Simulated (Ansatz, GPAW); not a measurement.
# How Cu3SeI (model structure) absorbs and reflects light, part 3 of 3

Wanted: where Cu3SeI (model structure) starts to absorb, how strongly, and its refractive index. The structure is a model built here, which may or may not match a known phase. It was built so: All Ag replaced by Cu and S replaced by Se in the R3 structure of Ag3SI. The cell is first relaxed with Ansatz.

GPAW 26.7.0; DFT, PBE, plane-wave PAW (GPAW data sets), scalar-relativistic, RPA, optical limit.

So far. Step 3 (Ground state): There is a gap, 0.64 eV on this mesh (points off the mesh can give less), so no carriers' term is needed.

### Step 5. Dielectric function, RPA (continued)

Sum at mesh points, not converged in k; values under the direct gap are tails of Lorentzian lines. Im ε against photon energy; read off at these points:

| photon energy (eV) | E ∥ x | E ∥ z |
| --- | --- | --- |
| 0.00 | 0 | 0 |
| 0.50 | 0.516 | 0.796 |
| 1.00 | 1.62 | 2.27 |
| 1.50 | 4.90 | 4.29 |
| 2.00 | 5.67 | 7.68 |
| 2.50 | 7.65 | 12.6 |
| 2.78 | 9.89 | 13.6 |
| 3.00 | 10.8 | 11.7 |
| 3.14 | 11.0 | 10.5 |
| 3.50 | 10.4 | 7.95 |
| 4.00 | 10.4 | 7.48 |
| 4.50 | 8.97 | 7.10 |
| 5.00 | 7.60 | 7.30 |
| 5.50 | 7.47 | 7.70 |
| 6.00 | 6.58 | 8.69 |
| 6.50 | 5.93 | 6.70 |
| 7.00 | 4.92 | 5.45 |
| 7.50 | 4.08 | 4.14 |
| 8.00 | 4.00 | 3.74 |
| 8.50 | 3.41 | 3.09 |
| 9.00 | 3.24 | 2.87 |
| 9.50 | 2.81 | 2.61 |
| 10.00 | 2.48 | 2.22 |
| 10.50 | 2.06 | 2.00 |
| 11.00 | 1.82 | 1.79 |
| 11.50 | 1.54 | 1.67 |
| 12.00 | 1.43 | 1.50 |
| 12.50 | 1.35 | 1.32 |
| 13.00 | 1.15 | 1.14 |
| 13.50 | 1.05 | 1.01 |
| 14.00 | 0.971 | 0.937 |
| 14.50 | 0.882 | 0.854 |
| 15.00 | 0.795 | 0.794 |
| 15.50 | 0.744 | 0.708 |
| 16.00 | 0.690 | 0.700 |
| 16.50 | 0.664 | 0.623 |
| 17.00 | 0.629 | 0.610 |
| 17.50 | 0.545 | 0.588 |
| 18.00 | 0.510 | 0.581 |
| 18.50 | 0.492 | 0.500 |
| 19.00 | 0.483 | 0.489 |
| 19.50 | 0.467 | 0.486 |
| 20.00 | 0.446 | 0.459 |
| 20.50 | 0.418 | 0.434 |
| 21.00 | 0.396 | 0.428 |
| 21.50 | 0.375 | 0.406 |

Sum at mesh points, not converged in k. Reflectivity at normal incidence against photon energy; read off at these points:

| photon energy (eV) | E ∥ x (%) | E ∥ z (%) |
| --- | --- | --- |
| 0.00 | 29.8 | 31.3 |
| 0.50 | 30.6 | 32.3 |
| 1.00 | 31.6 | 31.9 |
| 1.50 | 34.6 | 35.6 |
| 2.00 | 32.5 | 37.1 |
| 2.50 | 34.9 | 40.6 |
| 2.78 | 37.1 | 41.9 |
| 3.00 | 37.8 | 40.3 |
| 3.50 | 37.0 | 33.1 |
| 4.00 | 38.1 | 31.5 |
| 4.50 | 36.9 | 30.7 |
| 5.00 | 35.2 | 31.4 |
| 5.50 | 35.6 | 32.3 |
| 6.00 | 35.6 | 39.9 |
| 6.50 | 37.8 | 41.6 |
| 7.00 | 38.0 | 41.8 |
| 7.10 | 37.6 | 42.2 |
| 7.50 | 32.2 | 37.4 |
| 8.00 | 34.6 | 39.1 |
| 8.50 | 33.4 | 36.1 |
| 9.00 | 33.7 | 34.1 |
| 9.50 | 35.3 | 35.8 |
| 10.00 | 34.5 | 33.6 |
| 10.50 | 35.5 | 32.4 |
| 11.00 | 34.3 | 31.8 |
| 11.50 | 32.4 | 30.5 |
| 12.00 | 31.0 | 30.8 |
| 12.50 | 28.9 | 29.8 |
| 13.00 | 30.2 | 30.9 |
| 13.50 | 27.4 | 28.1 |
| 14.00 | 26.9 | 26.4 |
| 14.50 | 25.2 | 24.4 |
| 15.00 | 23.8 | 24.3 |
| 15.50 | 21.4 | 20.4 |
| 16.00 | 20.0 | 19.4 |
| 16.50 | 18.0 | 17.7 |
| 17.00 | 18.3 | 15.8 |
| 17.50 | 17.0 | 14.3 |
| 18.00 | 14.3 | 14.2 |
| 18.50 | 12.8 | 12.8 |
| 19.00 | 11.3 | 11.2 |
| 19.50 | 10.7 | 10.1 |
| 20.00 | 9.92 | 9.94 |
| 20.50 | 9.15 | 8.79 |
| 21.00 | 8.55 | 8.17 |
| 21.50 | 7.87 | 7.95 |

Sum at mesh points, not converged in k; values under the direct gap are tails of Lorentzian lines. The Im ε, E ∥ x by photon energy; read off at these points:

| photon energy (eV) | without local fields | with local fields |
| --- | --- | --- |
| 0.00 | 0 | 0 |
| 0.50 | 0.520 | 0.516 |
| 1.00 | 1.63 | 1.62 |
| 1.50 | 4.92 | 4.90 |
| 2.00 | 5.64 | 5.67 |
| 2.50 | 7.71 | 7.65 |
| 3.00 | 11.1 | 10.8 |
| 3.14 | 11.4 | 11.0 |
| 3.50 | 11.1 | 10.4 |
| 3.89 | 11.6 | 10.5 |
| 4.00 | 11.4 | 10.4 |
| 4.50 | 9.90 | 8.97 |
| 5.00 | 8.35 | 7.60 |
| 5.50 | 8.38 | 7.47 |
| 6.00 | 7.60 | 6.58 |
| 6.50 | 7.00 | 5.93 |
| 7.00 | 5.84 | 4.92 |
| 7.50 | 5.16 | 4.08 |
| 8.00 | 4.76 | 4.00 |
| 8.50 | 3.94 | 3.41 |
| 9.00 | 3.56 | 3.24 |
| 9.50 | 2.90 | 2.81 |
| 10.00 | 2.54 | 2.48 |
| 10.50 | 2.11 | 2.06 |
| 11.00 | 1.83 | 1.82 |
| 11.50 | 1.56 | 1.54 |
| 12.00 | 1.44 | 1.43 |
| 12.50 | 1.36 | 1.35 |
| 13.00 | 1.11 | 1.15 |
| 13.50 | 1.05 | 1.05 |
| 14.00 | 0.923 | 0.971 |
| 14.50 | 0.851 | 0.882 |
| 15.00 | 0.777 | 0.795 |
| 15.50 | 0.732 | 0.744 |
| 16.00 | 0.674 | 0.690 |
| 16.50 | 0.656 | 0.664 |
| 17.00 | 0.583 | 0.629 |
| 17.50 | 0.521 | 0.545 |
| 18.00 | 0.486 | 0.510 |
| 18.50 | 0.459 | 0.492 |
| 19.00 | 0.451 | 0.483 |
| 19.50 | 0.402 | 0.467 |
| 20.00 | 0.374 | 0.446 |
| 20.50 | 0.353 | 0.418 |
| 21.00 | 0.326 | 0.396 |
| 21.50 | 0.301 | 0.375 |

The loss function −Im 1/ε at q → 0 has structure finer than the step of the table below, so its rows give means over 1 eV, whole bins alone (the curve runs from 0 to 21.8 eV). Peaks (eV: height): E ∥ x 17.8: 1.86; E ∥ z 18.4: 1.82.

Sum at mesh points, not converged in k; values under the direct gap are tails of Lorentzian lines. Loss function −Im 1/ε at q → 0 against energy loss; means over each step:

| energy loss (eV) | E ∥ x | E ∥ z |
| --- | --- | --- |
| 1 | 0.0115 | 0.0127 |
| 2 | 0.0357 | 0.0320 |
| 3 | 0.0566 | 0.0777 |
| 4 | 0.0893 | 0.114 |
| 5 | 0.126 | 0.122 |
| 6 | 0.149 | 0.119 |
| 7 | 0.198 | 0.173 |
| 8 | 0.242 | 0.235 |
| 9 | 0.284 | 0.303 |
| 10 | 0.341 | 0.376 |
| 11 | 0.445 | 0.469 |
| 12 | 0.585 | 0.564 |
| 13 | 0.722 | 0.723 |
| 14 | 0.927 | 0.964 |
| 15 | 1.19 | 1.22 |
| 16 | 1.43 | 1.46 |
| 17 | 1.62 | 1.62 |
| 18 | 1.83 | 1.69 |
| 19 | 1.75 | 1.71 |
| 20 | 1.70 | 1.64 |
| 21 | 1.60 | 1.54 |

From ε follow the optical constants at some laser and lamp lines:

| wavelength (nm) | n x | k x | R (%) x | 1/α x | n z | k z | R (%) z | 1/α z |
| --- | --- | --- | --- | --- | --- | --- | --- | --- |
| 1064 | 3.66 | 0.298 | 32.9 | 284 nm | 3.67 | 0.314 | 33.0 | 270 nm |
| 800 | 3.72 | 0.722 | 34.8 | 88 nm | 3.90 | 0.624 | 36.1 | 102 nm |
| 633 | 3.43 | 0.830 | 32.5 | 61 nm | 3.82 | 0.964 | 36.8 | 52 nm |
| 450 | 3.53 | 1.378 | 37.0 | 26 nm | 3.35 | 2.029 | 41.8 | 18 nm |
| 365 | 3.00 | 1.777 | 37.4 | 16 nm | 2.40 | 1.785 | 34.9 | 16 nm |
| 308 | 2.64 | 1.952 | 38.1 | 13 nm | 2.37 | 1.572 | 31.4 | 16 nm |
| 193 | 1.64 | 1.892 | 37.8 | 8.1 nm | 1.69 | 2.087 | 41.7 | 7.4 nm |

Below the direct gap, k and the depth come from the tails of the Lorentzian lines, not from transitions.

Rows near the edge hang on the gap, which this functional as a rule makes too small, and phonon-assisted absorption is left out.

### Step 6. Outcome

```
electronic dielectric constant ε∞, mean over x, y and z (by symmetry where fewer were run) (RPA) : 11.9
```

In words: At this level (PBE, RPA) Cu3SeI has a mean ε∞ = 11.9 and n = 3.53 at 1550 nm (E ∥ x). The cell shrank by 7.2 % in volume. On the mesh the gap is 0.64 eV and the least direct gap 0.84 eV, so on this mesh the band edges lie at different points. Local fields change the static value along x from 12.20 to 11.62 (-5 %). The static values by axis are 11.62 (x), 12.56 (z). Excitons and phonon-assisted transitions are missing; PBE gaps are as a rule too small, which pulls the onset down and ε∞ up. Spin-orbit coupling is left out although heavy atoms are present. The curves end at 22 eV, about where the summed bands run out. In this version of GPAW the matrix elements of the optical limit are incomplete, which can lower ε − 1 by up to a tenth where first-row anions or d states rule, and shift it by more in d metals. The sum runs over mesh points 0.23 Å⁻¹ apart with no interpolation, so peaks are partly noise of the mesh; over so small a direct gap single mesh points weigh heavily, so ε∞, n and their changes from run to run can be far off. Besides steps told in other documents, this task had 1 run with a known fault of program or setting; those not told in a step above aren't shown.

[Machine, clock and banner lines and Python warnings are left out of the logs.]

[Logs are printed without paths, hosts, clocks, repeated set-up lines and the standing remarks that a program may print on its own settings, such as how far it seeks lower states.]

[Hosts, paths, dates, database ids (printed as entryN), source tags and the programs' standing remarks are cut or masked in the printed files.]
